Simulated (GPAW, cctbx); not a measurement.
## Bonding in MgAgCl3 as X-rays see it

Question: by how much does bonding change the X-ray structure factors of MgAgCl3, and what does a routine refinement make of it?

The start was made by putting kin elements into a known structure type; the compound need not exist, or be stable, in this form. All numbers below are calculated.

**1. Relax the structure**

The density hangs on the geometry, so cell and atoms are relaxed first, with the symmetry held. The cutoff is set higher than for the density because stress converges slowly with plane waves.

Settings: GPAW 26.7.0, PBE, 570 eV, 3×3×3 k-points, Fermi–Dirac width 0.05 eV, BFGS to 0.03 eV/Å.

```text
cell
1.0
     4.721000000    0.000000000    0.000000000
     0.000000000    4.721000000    0.000000000
     0.000000000    0.000000000    4.721000000
Ag Cl Mg
1 3 1
Direct
0.000000000 0.000000000 0.000000000
0.500000000 0.500000000 0.000000000
0.500000000 0.000000000 0.500000000
0.000000000 0.500000000 0.500000000
0.500000000 0.500000000 0.500000000
```

```console
$ OMP_NUM_THREADS=1 mpirun -n 4 gpaw python run.py > gpaw.log
```

```text
BFGS:    0      -14.935572        0.762220
BFGS:    1      -14.960562        0.715092
BFGS:    2      -15.156940        0.137418
BFGS:    3      -15.167155        0.017531
cell  4.9103 4.9103 4.9103  90.00 90.00 90.00
volume 118.392 A^3, largest force 0.000 eV/A, largest stress 0.12 GPa
```

The cell moved far, while the k-mesh and basis were chosen for the start, so the final shape may be somewhat biased.

After 3 steps the volume has changed by +12.5 % and the energy by -0.232 eV; the largest stress left is 0.12 GPa. It took 17 s on 4 cores of Intel(R) Xeon(R) Platinum 8488C (Sapphire Rapids) (shared host), peak memory 0.89 GiB.

Relaxed structure: Pm-3m (no. 221), a = 4.9103 Å, b = 4.9103 Å, c = 4.9103 Å, α = 90.00°, β = 90.00°, γ = 90.00°.

```csv
atom,mult.,x,y,z
Ag1,1,0,0,0
Cl1,3,1/2,1/2,0
Mg1,1,1/2,1/2,1/2
```

**2. The all-electron density**

X-rays see the whole electron density, so the PAW density is rebuilt with its core regions. Subtracting spherical free atoms from the same code cancels the cores and leaves the deformation density Δρ, the part due to bonding.

Settings: PBE, 450 eV, 4×4×4 k-points, Fermi–Dirac width 0.05 eV; primitive cell of 5 atoms.

```console
$ OMP_NUM_THREADS=1 mpirun -n 4 gpaw python run.py > gpaw.log
```

```text
|iter:   1|       0s |  -15.962007 | -0.36 |       |
|iter:   2|       0s |  -15.791118 | -2.11 | -1.29 |
|iter:   3|       1s |  -15.089235 | -1.48 | -1.32 |
...
|iter:   7|       2s |  -15.090050c| -5.76 | -3.40 |
|iter:   8|       3s |  -15.090051c| -6.69 | -4.25c|
|iter:   9|       3s |  -15.090051c| -8.05c| -4.86c|
```

```text
grid (50, 50, 50)  electrons 110.000  moved by bonding 0.938 e
deformation density beyond 0.5 A of the nuclei: max 0.084, min -0.058 e/A^3
atom        x       y       z   Voronoi charge  moment
Ag1    0.0000  0.0000  0.0000      0.440       0.00
Cl2    0.5000  0.5000  0.0000     -0.260       0.00
Cl3    0.5000  0.0000  0.5000     -0.260       0.00
Cl4    0.0000  0.5000  0.5000     -0.260       0.00
Mg5    0.5000  0.5000  0.5000      0.339       0.00
mean inner potential of superposed free atoms 11.400 V
total magnetic moment 0.000 muB
```

Deformation density in a plane through the shortest contact of the Cl atom at the origin, in 0.01 e/Å³ (clipped at ±99); x from -1.6 to 4.1 Å, y from 2.4 down to -2.4 Å:

```text
 -1  -1  -2  -3  -3  -3  -3  -2  -1   0   0   0   0  -1  -1  -2
 -1  -1  -1  -2  -2  -2  -1  -1  -1   0   0   0   0  -1  -1  -1
 -1  -1   0   0   0   0   0  -1  -1  -1  -1  -1  -1  -1  -1   0
 -3  -1   0   2   2   2   1   0  -2  -3  -3  -3  -3  -3  -1   0
 -4  -1   2   3   4   4   3   1  -2  -5  -5  -5  -6  -4  -1   2
 -4   2   6   2   .   0   5   4  -1  -4   0   .  -2  -4   2   6
 -3   4   8   0   .   .   5   7   0  -2   .   .   1  -3   4   8
 -4   2   6   2   .   0   5   4  -1  -4   0   .  -2  -4   2   6
 -4  -1   2   3   4   4   3   1  -2  -5  -5  -5  -6  -4  -1   2
 -3  -1   0   2   2   2   1   0  -2  -3  -3  -3  -3  -3  -1   0
 -1  -1   0   0   0   0   0  -1  -1  -1  -1  -1  -1  -1  -1   0
 -1  -1  -1  -2  -2  -2  -1  -1  -1   0   0   0   0  -1  -1  -1
 -1  -1  -2  -3  -3  -3  -3  -2  -1   0   0   0   0  -1  -1  -2
```

Atoms in or within 0.15 Å of the plane: Cl (0.0, 0.0), Mg (2.5, 0.0) Å. Dots mark points within about 0.45 Å of a nucleus; large values next to them are atomic features.

Cl gains most (-0.26 e) and Ag loses most (+0.44 e); Cl is the most electronegative element, but the order of the others doesn't follow electronegativity. Such charges fall far short of formal ones, since overlapping free atoms already put density on their neighbours. Along the shortest contact from the Cl atom at the map's origin, Cl–Mg at 2.46 Å, Δρ is +0.04 e/Å³ at the midpoint and highest, +0.08, 0.86 Å from Cl (points within 0.5 Å of a nucleus left out): little piles up between the atoms, as in an ionic contact (the run has a band gap). Point values carry grid noise of about 0.01 e/Å³. The run needed 9 iterations, 8 s.

**3. From the density to structure factors**

The Fourier components of Δρ, added to those of the free atoms, give the static X-ray structure factors; the Mott–Bethe relation turns them into the Fourier components V of the potential that fast electrons feel.

```text
static structure factors of the conventional cell: F in electrons, V (Mott-Bethe) in volts
   h  k  l      d  |F| table  |F| free   |F| DFT   change   |V| free  |V| DFT  change %
   0  1  0  4.9103    18.258    18.218    18.002   -0.216     0.204    0.002    -98.9
   0  1  1  3.4721    37.320    37.294    36.909   -0.385     2.197    2.376      8.2
   1  1  1  2.8350    68.685    68.652    69.060    0.408     5.398    5.271     -2.4
   0  2  0  2.4552    82.268    82.234    82.453    0.219     6.479    6.428     -0.8
   0  2  1  2.1960    16.928    16.857    16.907    0.049     0.213    0.204     -4.3
   1  2  1  2.0046    32.658    32.552    32.596    0.044     1.470    1.463     -0.5
   0  2  2  1.7361    70.065    70.061    70.040   -0.021     4.660    4.663      0.1
   0  3  0  1.6368    15.276    15.254    15.203   -0.051     0.285    0.290      1.9
   1  2  2  1.6368    15.276    15.254    15.405    0.151     0.285    0.269     -5.5
   0  3  1  1.5528    29.250    29.184    29.369    0.185     1.196    1.179     -1.4
   1  3  1  1.4805    50.395    50.460    50.368   -0.091     3.016    3.024      0.3
   2  2  2  1.4175    62.796    62.806    62.734   -0.072     3.671    3.677      0.2
   0  3  2  1.3619    13.967    13.989    13.999    0.010     0.288    0.287     -0.3
   1  3  2  1.3123    26.553    26.530    26.586    0.056     1.031    1.028     -0.4
```

The largest X-ray change is +0.41 e on 111, 0.6 % of |F|. For electrons V goes as (Z − F)/g², so a change of F counts against Z − F, which is small at low angle and wherever the atoms' terms cancel: |V| of 010 moves by -98.9 % (0.20 to 0.00 V) against -1.2 % in |F|. These compare absolute values; so weak a component may also change sign. The tabulated Hartree–Fock atoms differ from the free DFT atoms by up to 0.11 e, so the choice of reference atom matters too.

**4. What a spherical-atom refinement makes of it**

Routine crystallography fits spherical atoms. To see the bias, intensities are simulated from tabulated atoms plus the DFT change ΔF, so that bonding alone can misfit (5448 reflections of the full sphere, merged to the counts below, to 0.45 Å, 1 % proportional noise plus counting noise, assumed isotropic U as listed, Δρ smeared by the mean U) and refined with cctbx over different ranges.

```
                    range  data      R1  GooF  U Ag1 (true 0.0048)  U Cl1 (true 0.0068)  U Mg1 (true 0.0075)  largest shift (Å)  Δρ max, min (e/Å³)
                 all data   177  0.0026  1.25               0.0048               0.0068               0.0075             0.0000         0.13, -0.20
 low resolution, d > 0.84    38  0.0029  1.65               0.0049               0.0068               0.0076             0.0000         0.11, -0.06
     high order, d < 0.75   128  0.0024  1.09               0.0048               0.0068               0.0074             0.0000         0.09, -0.15
occupancies free, d > 0.7    57  0.0027  1.47               0.0049               0.0067               0.0076             0.0000         0.12, -0.07
```

With all data GooF is 1.25, diluted by the many high-angle data; the misfit shows at low resolution; the top residual peak, near noise level, lies 0.00 Å from Ag and 3.47 Å from Cl, on the atom. No U is off by more than 3 s.u. at low resolution. Symmetry fixes every coordinate, so the shifts are zero by construction. With Ag1 held at 1 and the scale free, the other occupancies refine to Cl1 0.999(0.002) and Mg1 0.998(0.004), within three s.u. of full.

**5. Answer**

Bonding moves 0.94 e in the primitive cell of MgAgCl3 and changes the structure factors of the conventional cell in the table above by at most 0.41 e (111, 0.6 %), and among reflections above 2 % of the strongest by up to 1.2 % (010). The shortest bond, Cl–Mg, has Δρ = +0.04 e/Å³ at its midpoint, which with the charge transfer marks a mainly ionic contact. With all data GooF is 1.25, diluted by the many high-angle data. Limits: static density, frozen cores, no spin–orbit coupling.

[Outputs are excerpts: Python notices, other lines and further rows are left out; steps that failed or that the build refused (PBEsol, TPSS) are not shown.]

[Logs are printed without paths, hosts, clocks, repeated set-up lines and the standing remarks that a program may print on its own settings, such as how far it seeks lower states.]
